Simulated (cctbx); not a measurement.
## Interatomic vectors of KBSb4

Space group Pnma (no. 62), a = 10.2900 Å, b = 4.1220 Å, c = 17.9590 Å, α = 90.00°, β = 90.00°, γ = 90.00°, content Sb16 K4 B4.

Simulated single-crystal data (cctbx): Cu Kα, λ = 1.54184 Å, to d = 0.8 Å, 80 % of the full sphere, strongest reflection 5000 counts, noise from counting, a 6 % proportional error and a noise floor of 8 counts (s.d.); no absorption.

Patterson synthesis, origin scaled to 1000:

```text
Patterson group P m m m
      u       v       w   height  length (A)
  0.000   0.000   0.000   1000.0     0.00
  0.500   0.000   0.000    258.4     5.14
  0.248   0.500   0.355    236.6     7.18
  0.137   0.500   0.500    232.6     9.32
  0.000   0.500   0.199    201.7     4.12
  0.392   0.500   0.500    189.8    10.06
  0.500   0.500   0.197    187.9     6.57
  0.375   0.000   0.155    160.2     4.76
  0.090   0.000   0.314    158.6     5.71
  0.339   0.500   0.038    156.2     4.11
  0.109   0.500   0.331    136.8     6.40
  0.294   0.000   0.164    130.4     4.22
  0.500   0.000   0.392    122.3     8.73
  0.181   0.500   0.000    121.7     2.78
```

Q: Assign the vectors.

A peak at u stands for all pairs with xi − xj = u, with weight Σ ZiZj against Σ Z² = 43160 at the origin. Peak heights follow these weights only roughly, since form factors, motion and series ripples differ, all vectors within 0.55 Å of a peak are counted as merged into it though the farther ones add only part of their weight, and F(000) is left out, which lowers the whole map:

| u | v | w | shortest length (Å) | height | 1000 ΣZiZj/ΣZ² | pairs in the cell |
| --- | --- | --- | --- | --- | --- | --- |
| 0.500 | 0.000 | 0.000 | 5.14 | 258 | 241 | 4 × Sb–Sb |
| 0.248 | 0.500 | 0.355 | 7.17 | 237 | 253 | 4 × Sb–Sb, 2 × Sb–B |
| 0.137 | 0.500 | 0.500 | 9.32 | 233 | 259 | 4 × Sb–Sb, 2 × K–K, 2 × B–B |
| 0.000 | 0.500 | 0.199 | 4.13 | 202 | 331 | 4 × Sb–Sb, 4 × Sb–K |
| 0.392 | 0.500 | 0.500 | 10.06 | 190 | 241 | 4 × Sb–Sb |
| 0.500 | 0.500 | 0.197 | 6.58 | 188 | 241 | 4 × Sb–Sb |
| 0.375 | 0.000 | 0.155 | 4.76 | 160 | 241 | 4 × Sb–Sb |
| 0.090 | 0.000 | 0.314 | 5.71 | 159 | 241 | 4 × Sb–Sb |
| 0.339 | 0.500 | 0.038 | 4.11 | 156 | 241 | 4 × Sb–Sb |
| 0.109 | 0.500 | 0.331 | 6.39 | 137 | 286 | 4 × Sb–Sb, 2 × Sb–K |

The table stops at ten peaks or at a height of 45, below which ripples compete. In the model behind the data Sb, the heaviest element, has 4 independent sites: (0.0628, 1/4, 0.2543), (0.4614, 1/4, 0.5511), (0.6131, 1/4, 0.7757) and (0.1739, 1/4, 0.3957), up to an allowed shift of origin; the Sb–Sb vectors are differences of these positions and their symmetry mates. The whole model:

| atom | mult. | x | y | z | Ueq (Å²) |
| --- | --- | --- | --- | --- | --- |
| Sb1 | 4 | 0.0628 | 1/4 | 0.2543 | 0.0158 |
| Sb2 | 4 | 0.4614 | 1/4 | 0.5511 | 0.0270 |
| Sb3 | 4 | 0.6131 | 1/4 | 0.7757 | 0.0305 |
| Sb4 | 4 | 0.1739 | 1/4 | 0.3957 | 0.0228 |
| K1 | 4 | 0.6754 | 3/4 | 0.9335 | 0.0233 |
| B1 | 4 | 0.8179 | 3/4 | 0.1318 | 0.0313 |

The model is made up (kin elements in a known structure type, no relaxation), so it says nothing on whether the phase exists.

[Logs are printed without paths, hosts, clocks, repeated set-up lines and the standing remarks that a program may print on its own settings, such as how far it seeks lower states.]
